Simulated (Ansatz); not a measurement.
# Work function of Ta(100): what the settings cost and change

Aim: the work function of Ta(100) against thickness and vacuum, with the cost.

Program: Ansatz 0.2.0. Level of theory: plane-wave DFT, PBE, Ansatz PAW. Results are calculated unless marked as measured.

The experiments to compare with:

“Anisotropic work function of elemental crystals” (2019, arxiv:1902.07811) quotes from earlier work for Ta (clean (100) face, a compiled value): work function (clean (100) face, a compiled value) 4.1 eV.

Most raw output is cut from this account.

## 1. Starting point

The cell holds 1 atom: 1 Ta. Its edges and angles: a = 3.310 Å, b = 3.310 Å, c = 18.000 Å, α = 90.0°, β = 90.0°, γ = 90.0°. Vacuum lies along c.

## 2. Slab, setting 1 layer

A work function rests on the faint tail of the density, so the SCF threshold is tight. The slab grows from one layer, at fixed mesh and 18 Å of vacuum; then the vacuum is varied on one slab.

input.yaml

```yaml
crystal:
  lattice:
    - [3.31, 0.0, 0.0]
    - [0.0, 3.31, 0.0]
    - [0.0, 0.0, 18.0]
  atoms:
    - { symbol: Ta, position: [0.5, 0.5, 0.5] }
kpoints:
  mp_grid: { grid: [12, 12, 1] }
hamiltonian:
  xc: pbe
scf:
  occupations: { method: fermi_dirac, width: 0.1 }
  convergence: { dr2_threshold: 1.0e-09 }
efield:
  axis: 3
  dipole_correction: true
  ramp_position: 0.97
  ramp_width: 0.06
output:
  write_potential: true
  write_density: true
  volumetric_format: npy
  elf: true
```

Run with:

```
> ansatz run input.yaml --threads 2 --pin off --max-ram 3072MiB --backend cpu --events-out ev --progress --plain --runs-dir out
```

It took 9.7 s on 2 threads of Arm Neoverse N1, shared host; peak memory 0.43 GiB.

Numbers from this step:

```
energy at zero smearing   : -9927.0428 eV
work function, upper face : 4.389 eV
```

Running mean over 1.655 Å of the planar mean; the ramp of the sawtooth is left out. The electron's electrostatic potential energy less the Fermi level by z:

```tsv
z (Å)	electron's electrostatic potential energy less the Fermi level (eV)
3.0	4.39
3.5	4.39
4.0	4.39
4.5	4.39
5.0	4.38
5.5	4.36
6.0	4.31
6.5	4.12
7.0	3.54
7.5	1.82
8.0	-2.13
8.5	-6.92
9.0	-8.93
9.5	-6.92
10.0	-2.13
10.5	1.82
11.0	3.54
11.5	4.12
12.0	4.31
12.5	4.36
13.0	4.38
13.5	4.39
14.0	4.39
14.5	4.39
15.0	4.39
```

ELF in the ca plane at fractional y = 0.500, with atoms of Ta within 0.2 Å of it. It is the smooth field of the valence electrons, not physical close to the nuclei.

Ten even steps from '0' (0.00) to '9' (0.70), each cell a mean:
```
00000000000000001367655676521000000000000000
00000000000000001234466544310000000000000000
00000000000000000112799931110000000000000000
00000000000000000001863950000000000000000000
00000000000000000111886941100000000000000000
00000000000000000122589732210000000000000000
00000000000000001355544455420000000000000000
00000000000000001468877787521000000000000000
```
Columns run along c (18.0 Å), rows up along a (3.3 Å). Atoms in or near the plane, at fractional coordinates: Ta at (0.50, 0.50).

Electrostatic potential energy in the ca plane at fractional y = 0.500, with atoms of Ta within 0.2 Å of it. With pseudopotentials it is smooth inside the atoms' cores, unlike the true potential.

Ten even steps from '0' (-34 eV) to '9' (2 eV), each cell a mean:
```
99999999999999999999888899999999999999999999
99999999999999999998643579999999999999999999
99999999999999999986200058999999999999999999
99999999999999999985000027999999999999999999
99999999999999999986100037999999999999999999
99999999999999999997410268999999999999999999
99999999999999999999866789999999999999999999
99999999999999999999988999999999999999999999
```
Columns run along c (18.0 Å; values clipped at the 3rd and 97th percentile), rows up along a (3.3 Å). Atoms in or near the plane, at fractional coordinates: Ta at (0.50, 0.50).

Valence density in the ca plane at fractional y = 0.500, with atoms of Ta within 0.2 Å of it. It is the smooth field of the valence electrons, not physical close to the nuclei.

Ten steps, logarithmic in the rise over the least value, from '0' (0.0 e/Å³) to '9' (4.2 e/Å³), each cell a mean:
```
00000000000000000012344321100000000000000000
00000000000000000012466532100000000000000000
00000000000000000013799852100000000000000000
00000000000000000014899962100000000000000000
00000000000000000014899962100000000000000000
00000000000000000013688742100000000000000000
00000000000000000012355432100000000000000000
00000000000000000012333321100000000000000000
```
Columns run along c (18.0 Å), rows up along a (3.3 Å). Atoms in or near the plane, at fractional coordinates: Ta at (0.50, 0.50).

The work function is 4.389 eV.

## 3. Slab, 2 atoms

System of this step: Ta(100). The cell holds 2 atoms: 2 Ta. Cell: a = 3.310 Å, b = 3.310 Å, c = 19.655 Å, α = 90.0°, β = 90.0°, γ = 90.0°. Vacuum lies along c.

input.yaml, the sections that differ from step 2:

```yaml
crystal:
  lattice:
    - [3.31, 0.0, 0.0]
    - [0.0, 3.31, 0.0]
    - [0.0, 0.0, 19.655]
  atoms:
    - { symbol: Ta, position: [0.5, 0.5, 0.4578987535] }
    - { symbol: Ta, position: [0.0, 0.0, 0.5421012465] }
output:
  write_potential: true
  write_density: true
  volumetric_format: npy
# kpoints, hamiltonian, scf, efield: as in step 2
```

Run time: 15 s. Hardware: 2 threads; peak memory 0.42 GiB; 22 s of CPU time.

The work function is 4.018 eV, -0.371 eV from the run “1 layer”, at 1.5 times its CPU time.

## 4. Slab, 3 atoms

System of this step: Ta(100). The cell holds 3 atoms: 3 Ta. Its edges and angles: a = 3.310 Å, b = 3.310 Å, c = 21.310 Å, α = 90.0°, β = 90.0°, γ = 90.0°. Vacuum lies along c.

input.yaml, the sections that differ from step 3:

```yaml
crystal:
  lattice:
    - [3.31, 0.0, 0.0]
    - [0.0, 3.31, 0.0]
    - [0.0, 0.0, 21.31]
  atoms:
    - { symbol: Ta, position: [0.0, 0.0, 0.422336931] }
    - { symbol: Ta, position: [0.5, 0.5, 0.5] }
    - { symbol: Ta, position: [0.0, 0.0, 0.577663069] }
# kpoints, hamiltonian, scf, efield, output: as in step 3
```

The job ended after 24 s (2 threads; peak memory 0.46 GiB).

The work function is 3.841 eV, -0.177 eV from the run “2 layers”, at 1.6 times its CPU time.

## 5. Run, 4 atoms

System of this step: Ta(100). The cell holds 4 atoms: 4 Ta. Its edges and angles: a = 3.310 Å, b = 3.310 Å, c = 22.965 Å, α = 90.0°, β = 90.0°, γ = 90.0°. Vacuum lies along c.

input.yaml, the sections that differ from step 4:

```yaml
crystal:
  lattice:
    - [3.31, 0.0, 0.0]
    - [0.0, 3.31, 0.0]
    - [0.0, 0.0, 22.965]
  atoms:
    - { symbol: Ta, position: [0.5, 0.5, 0.3919007185] }
    - { symbol: Ta, position: [0.0, 0.0, 0.4639669062] }
    - { symbol: Ta, position: [0.5, 0.5, 0.5360330938] }
    - { symbol: Ta, position: [0.0, 0.0, 0.6080992815] }
# kpoints, hamiltonian, scf, efield, output: as in step 4
```

It took 32 s on 2 threads; peak memory 0.53 GiB.

The work function is 3.988 eV, +0.147 eV from the run “3 layers”, at 1.5 times its CPU time.

## 6. Run, 5 atoms

System of this step: Ta(100). The cell holds 5 atoms: 5 Ta. Cell: a = 3.310 Å, b = 3.310 Å, c = 24.620 Å, α = 90.0°, β = 90.0°, γ = 90.0°. Vacuum lies along c.

input.yaml, the sections that differ from step 5:

```yaml
crystal:
  lattice:
    - [3.31, 0.0, 0.0]
    - [0.0, 3.31, 0.0]
    - [0.0, 0.0, 24.62]
  atoms:
    - { symbol: Ta, position: [0.0, 0.0, 0.3655564582] }
    - { symbol: Ta, position: [0.5, 0.5, 0.4327782291] }
    - { symbol: Ta, position: [0.0, 0.0, 0.5] }
    - { symbol: Ta, position: [0.5, 0.5, 0.5672217709] }
    - { symbol: Ta, position: [0.0, 0.0, 0.6344435418] }
# kpoints, hamiltonian, scf, efield, output: as in step 5
```

It took 45 s on 2 threads; peak memory 0.6 GiB.

The work function is 3.959 eV, -0.029 eV from the run “4 layers”, at 1.4 times its CPU time.

## 7. Slab, 6 atoms

System of this step: Ta(100). The cell holds 6 atoms: 6 Ta. Its edges and angles: a = 3.310 Å, b = 3.310 Å, c = 26.275 Å, α = 90.0°, β = 90.0°, γ = 90.0°. Vacuum lies along c.

input.yaml, the sections that differ from step 6:

```yaml
crystal:
  lattice:
    - [3.31, 0.0, 0.0]
    - [0.0, 3.31, 0.0]
    - [0.0, 0.0, 26.275]
  atoms:
    - { symbol: Ta, position: [0.5, 0.5, 0.3425309229] }
    - { symbol: Ta, position: [0.0, 0.0, 0.4055185538] }
    - { symbol: Ta, position: [0.5, 0.5, 0.4685061846] }
    - { symbol: Ta, position: [0.0, 0.0, 0.5314938154] }
    - { symbol: Ta, position: [0.5, 0.5, 0.5944814462] }
    - { symbol: Ta, position: [0.0, 0.0, 0.6574690771] }
# kpoints, hamiltonian, scf, efield, output: as in step 6
```

The job ended after 56 s (2 threads; peak memory 0.68 GiB; 91 s of CPU time).

The work function is 3.977 eV, +0.018 eV from the run “5 layers”, at 1.3 times its CPU time.

## 8. Slab, 8 atoms

System of this step: Ta(100). The cell holds 8 atoms: 8 Ta. Cell: a = 3.310 Å, b = 3.310 Å, c = 29.585 Å, α = 90.0°, β = 90.0°, γ = 90.0°. Vacuum lies along c.

input.yaml, the sections that differ from step 7:

```yaml
crystal:
  lattice:
    - [3.31, 0.0, 0.0]
    - [0.0, 3.31, 0.0]
    - [0.0, 0.0, 29.585]
  atoms:
    - { symbol: Ta, position: [0.5, 0.5, 0.3042082136] }
    - { symbol: Ta, position: [0.0, 0.0, 0.360148724] }
    - { symbol: Ta, position: [0.5, 0.5, 0.4160892344] }
    - { symbol: Ta, position: [0.0, 0.0, 0.4720297448] }
    - { symbol: Ta, position: [0.5, 0.5, 0.5279702552] }
    - { symbol: Ta, position: [0.0, 0.0, 0.5839107656] }
    - { symbol: Ta, position: [0.5, 0.5, 0.639851276] }
    - { symbol: Ta, position: [0.0, 0.0, 0.6957917864] }
# kpoints, hamiltonian, scf, efield, output: as in step 7
```

The job ended after 92 s (2 threads; peak memory 0.87 GiB; 2.6 min of CPU time).

The work function is 3.997 eV, +0.020 eV from the run “6 layers”, at 1.7 times its CPU time.

## 9. Run, 10 atoms

System of this step: Ta(100). The cell holds 10 atoms: 10 Ta. Its edges and angles: a = 3.310 Å, b = 3.310 Å, c = 32.895 Å, α = 90.0°, β = 90.0°, γ = 90.0°. Vacuum lies along c.

input.yaml, the sections that differ from step 8:

```yaml
crystal:
  lattice:
    - [3.31, 0.0, 0.0]
    - [0.0, 3.31, 0.0]
    - [0.0, 0.0, 32.895]
  atoms:
    - { symbol: Ta, position: [0.5, 0.5, 0.2735978112] }
    - { symbol: Ta, position: [0.0, 0.0, 0.3239094087] }
    - { symbol: Ta, position: [0.5, 0.5, 0.3742210062] }
    - { symbol: Ta, position: [0.0, 0.0, 0.4245326037] }
    - { symbol: Ta, position: [0.5, 0.5, 0.4748442012] }
    - { symbol: Ta, position: [0.0, 0.0, 0.5251557988] }
    - { symbol: Ta, position: [0.5, 0.5, 0.5754673963] }
    - { symbol: Ta, position: [0.0, 0.0, 0.6257789938] }
    - { symbol: Ta, position: [0.5, 0.5, 0.6760905913] }
    - { symbol: Ta, position: [0.0, 0.0, 0.7264021888] }
# kpoints, hamiltonian, scf, efield, output: as in step 8
```

It took 2.3 min on 2 threads; peak memory 1.1 GiB; 4 min of CPU time.

The work function is 4.000 eV, +0.003 eV from the run “8 layers”, at 1.5 times its CPU time.

## 10. Slab, 13 atoms

System of this step: Ta(100). The cell holds 13 atoms: 13 Ta. Its edges and angles: a = 3.310 Å, b = 3.310 Å, c = 37.860 Å, α = 90.0°, β = 90.0°, γ = 90.0°. Vacuum lies along c.

input.yaml, the sections that differ from step 9:

```yaml
crystal:
  lattice:
    - [3.31, 0.0, 0.0]
    - [0.0, 3.31, 0.0]
    - [0.0, 0.0, 37.86]
  atoms:
    - { symbol: Ta, position: [0.0, 0.0, 0.2377179081] }
    - { symbol: Ta, position: [0.5, 0.5, 0.2814315901] }
    - { symbol: Ta, position: [0.0, 0.0, 0.3251452721] }
    - { symbol: Ta, position: [0.5, 0.5, 0.368858954] }
    - { symbol: Ta, position: [0.0, 0.0, 0.412572636] }
    - { symbol: Ta, position: [0.5, 0.5, 0.456286318] }
    - { symbol: Ta, position: [0.0, 0.0, 0.5] }
    - { symbol: Ta, position: [0.5, 0.5, 0.543713682] }
    - { symbol: Ta, position: [0.0, 0.0, 0.587427364] }
    - { symbol: Ta, position: [0.5, 0.5, 0.631141046] }
    - { symbol: Ta, position: [0.0, 0.0, 0.6748547279] }
    - { symbol: Ta, position: [0.5, 0.5, 0.7185684099] }
    - { symbol: Ta, position: [0.0, 0.0, 0.7622820919] }
# kpoints, hamiltonian, scf, efield, output: as in step 9
```

It took 4 min on 2 threads; peak memory 1.6 GiB.

The work function is 3.998 eV, -0.002 eV from the run “10 layers”, at 1.8 times its CPU time.

## 11. Run, 7 atoms

System of this step: Ta(100). The cell holds 7 atoms: 7 Ta. Cell: a = 3.310 Å, b = 3.310 Å, c = 19.930 Å, α = 90.0°, β = 90.0°, γ = 90.0°. Vacuum lies along c.

input.yaml, the sections that differ from step 10:

```yaml
crystal:
  lattice:
    - [3.31, 0.0, 0.0]
    - [0.0, 3.31, 0.0]
    - [0.0, 0.0, 19.93]
  atoms:
    - { symbol: Ta, position: [0.0, 0.0, 0.2508780733] }
    - { symbol: Ta, position: [0.5, 0.5, 0.3339187155] }
    - { symbol: Ta, position: [0.0, 0.0, 0.4169593578] }
    - { symbol: Ta, position: [0.5, 0.5, 0.5] }
    - { symbol: Ta, position: [0.0, 0.0, 0.5830406422] }
    - { symbol: Ta, position: [0.5, 0.5, 0.6660812845] }
    - { symbol: Ta, position: [0.0, 0.0, 0.7491219267] }
# kpoints, hamiltonian, scf, efield, output: as in step 10
```

The job ended after 49 s (2 threads; peak memory 0.62 GiB).

The work function is 3.979 eV. The program marks this work function as in doubt.

## 12. Run, 7 atoms (run 2)

The cell differs from the one that the last finished run ended in (c 19.930 → 23.930 Å).

input.yaml, the sections that differ from step 11:

```yaml
crystal:
  lattice:
    - [3.31, 0.0, 0.0]
    - [0.0, 3.31, 0.0]
    - [0.0, 0.0, 23.93]
  atoms:
    - { symbol: Ta, position: [0.0, 0.0, 0.2925198496] }
    - { symbol: Ta, position: [0.5, 0.5, 0.3616798997] }
    - { symbol: Ta, position: [0.0, 0.0, 0.4308399499] }
    - { symbol: Ta, position: [0.5, 0.5, 0.5] }
    - { symbol: Ta, position: [0.0, 0.0, 0.5691600501] }
    - { symbol: Ta, position: [0.5, 0.5, 0.6383201003] }
    - { symbol: Ta, position: [0.0, 0.0, 0.7074801504] }
# kpoints, hamiltonian, scf, efield, output: as in step 11
```

It took 58 s on 2 threads; peak memory 0.69 GiB.

The work function is 4.000 eV, +0.021 eV from the run “7 layers, 10 Å of vacuum”, at 1.2 times its CPU time.

## 13. Run, 7 atoms (run 3)

The cell differs from the one that the last finished run ended in (c 23.930 → 35.930 Å).

input.yaml, the sections that differ from step 12:

```yaml
crystal:
  lattice:
    - [3.31, 0.0, 0.0]
    - [0.0, 3.31, 0.0]
    - [0.0, 0.0, 35.93]
  atoms:
    - { symbol: Ta, position: [0.0, 0.0, 0.3618146396] }
    - { symbol: Ta, position: [0.5, 0.5, 0.4078764264] }
    - { symbol: Ta, position: [0.0, 0.0, 0.4539382132] }
    - { symbol: Ta, position: [0.5, 0.5, 0.5] }
    - { symbol: Ta, position: [0.0, 0.0, 0.5460617868] }
    - { symbol: Ta, position: [0.5, 0.5, 0.5921235736] }
    - { symbol: Ta, position: [0.0, 0.0, 0.6381853604] }
# kpoints, hamiltonian, scf, efield, output: as in step 12
```

It took 88 s on 2 threads; peak memory 0.89 GiB.

The work function is 3.999 eV, -0.001 eV from the run “7 layers, 14 Å of vacuum”, at 1.6 times its CPU time.

## 14. The series together

Times are for 2 threads of Arm Neoverse N1, shared host. The runs compared:

```tsv
no.	setting	work function, upper face (eV)	time	memory (GiB)
1	1 layer	4.389	9.7 s	0.43
2	2 layers	4.018	15 s	0.42
3	3 layers	3.841	24 s	0.46
4	4 layers	3.988	32 s	0.53
5	5 layers	3.959	45 s	0.6
6	6 layers	3.977	56 s	0.68
7	8 layers	3.997	92 s	0.87
8	10 layers	4.000	2.3 min	1.1
9	13 layers	3.998	4 min	1.6
10	7 layers, 10 Å of vacuum	3.979	49 s	0.62
11	7 layers, 14 Å of vacuum	4.000	58 s	0.69
12	7 layers, 26 Å of vacuum	3.999	88 s	0.89
```

## 15. A changed input

System of this step: Ta(100) monolayer. The cell holds 1 atom: 1 Ta. Cell: a = 3.310 Å, b = 3.310 Å, c = 18.000 Å, α = 90.0°, β = 90.0°, γ = 90.0°. Vacuum lies along c.

An input spoilt on purpose, to show how the run answers: it repeats the earlier run “1 layer” with efield.amplitude to 0 and efield.dipole_correction from true to false, and scf.max_iter set to 80; its output block differs too.

input.yaml, the sections that differ from step 13:

```yaml
crystal:
  lattice:
    - [3.31, 0.0, 0.0]
    - [0.0, 3.31, 0.0]
    - [0.0, 0.0, 18.0]
  atoms:
    - { symbol: Ta, position: [0.5, 0.5, 0.5] }
scf:
  occupations: { method: fermi_dirac, width: 0.1 }
  convergence: { dr2_threshold: 1.0e-09 }
  max_iter: 80
efield:
  axis: 3
  dipole_correction: false
  ramp_position: 0.97
  ramp_width: 0.06
  amplitude: 0
# kpoints, hamiltonian, output: as in step 13
```

Run time: 0.04 s. Hardware: 2 threads; peak memory 0.06 GiB.

The input was rejected at the start.

The program's message: “Error: invalid value for `efield.amplitude`: is zero with dipole_correction: false — the section would apply nothing; set a non-zero amplitude, enable dipole_correction, or remove the block”

The fault put into the input: a field block that applies nothing.

## 16. Summary of results

```yaml
work_function_1_layer: 4.389 eV
work_function_3_layers: 3.841 eV
work_function_6_layers: 3.977 eV
work_function_13_layers: 3.998 eV
```

The thickest slab gives 4.00 eV, and the settings tried spread the value from 3.84 to 4.39 eV. At 18 Å of vacuum, the slabs from 4 layers on stay within 0.04 eV of the thickest. Going from 10 to 26 Å of vacuum moves it by 0.021 eV. The program marks the value as in doubt in “7 layers, 10 Å of vacuum”. The ladder's slabs use the tabulated experimental lattice constant (two decimals; a low-temperature value for the alkali metals). This open face is not relaxed here, and relaxation moves such faces by up to a few tenths of an eV. In 2 runs of the series (7 layers, 10 Å of vacuum and 7 layers, 14 Å of vacuum) the program warns that electrons reach the sawtooth's ramp, which makes dipole and work function less sure.

Comparison with the measured values:

```
                                               quantity  measured        13 layers
work function (clean (100) face, a compiled value) (eV)       4.1  4.00 (-0.10 eV)
```

Measured values from arxiv:1902.07811 (2019).

**Verdict.** The work function is off by -0.10 eV: good agreement. The grades are ours: good and fair within 3 and 7 % for the work function. No cell relaxation is part of this session.

[Logs are printed without paths, hosts, clocks, repeated set-up lines and the standing remarks that a program may print on its own settings, such as how far it seeks lower states.]

[Hosts, paths, dates, database ids (printed as entryN), source tags and the programs' standing remarks are cut or masked in the printed files.]

[Maps of the electrostatic potential energy from Ansatz leave out the sawtooth potential of an applied field or a dipole correction, so their vacuum need not be flat; planar profiles and work functions include it.]
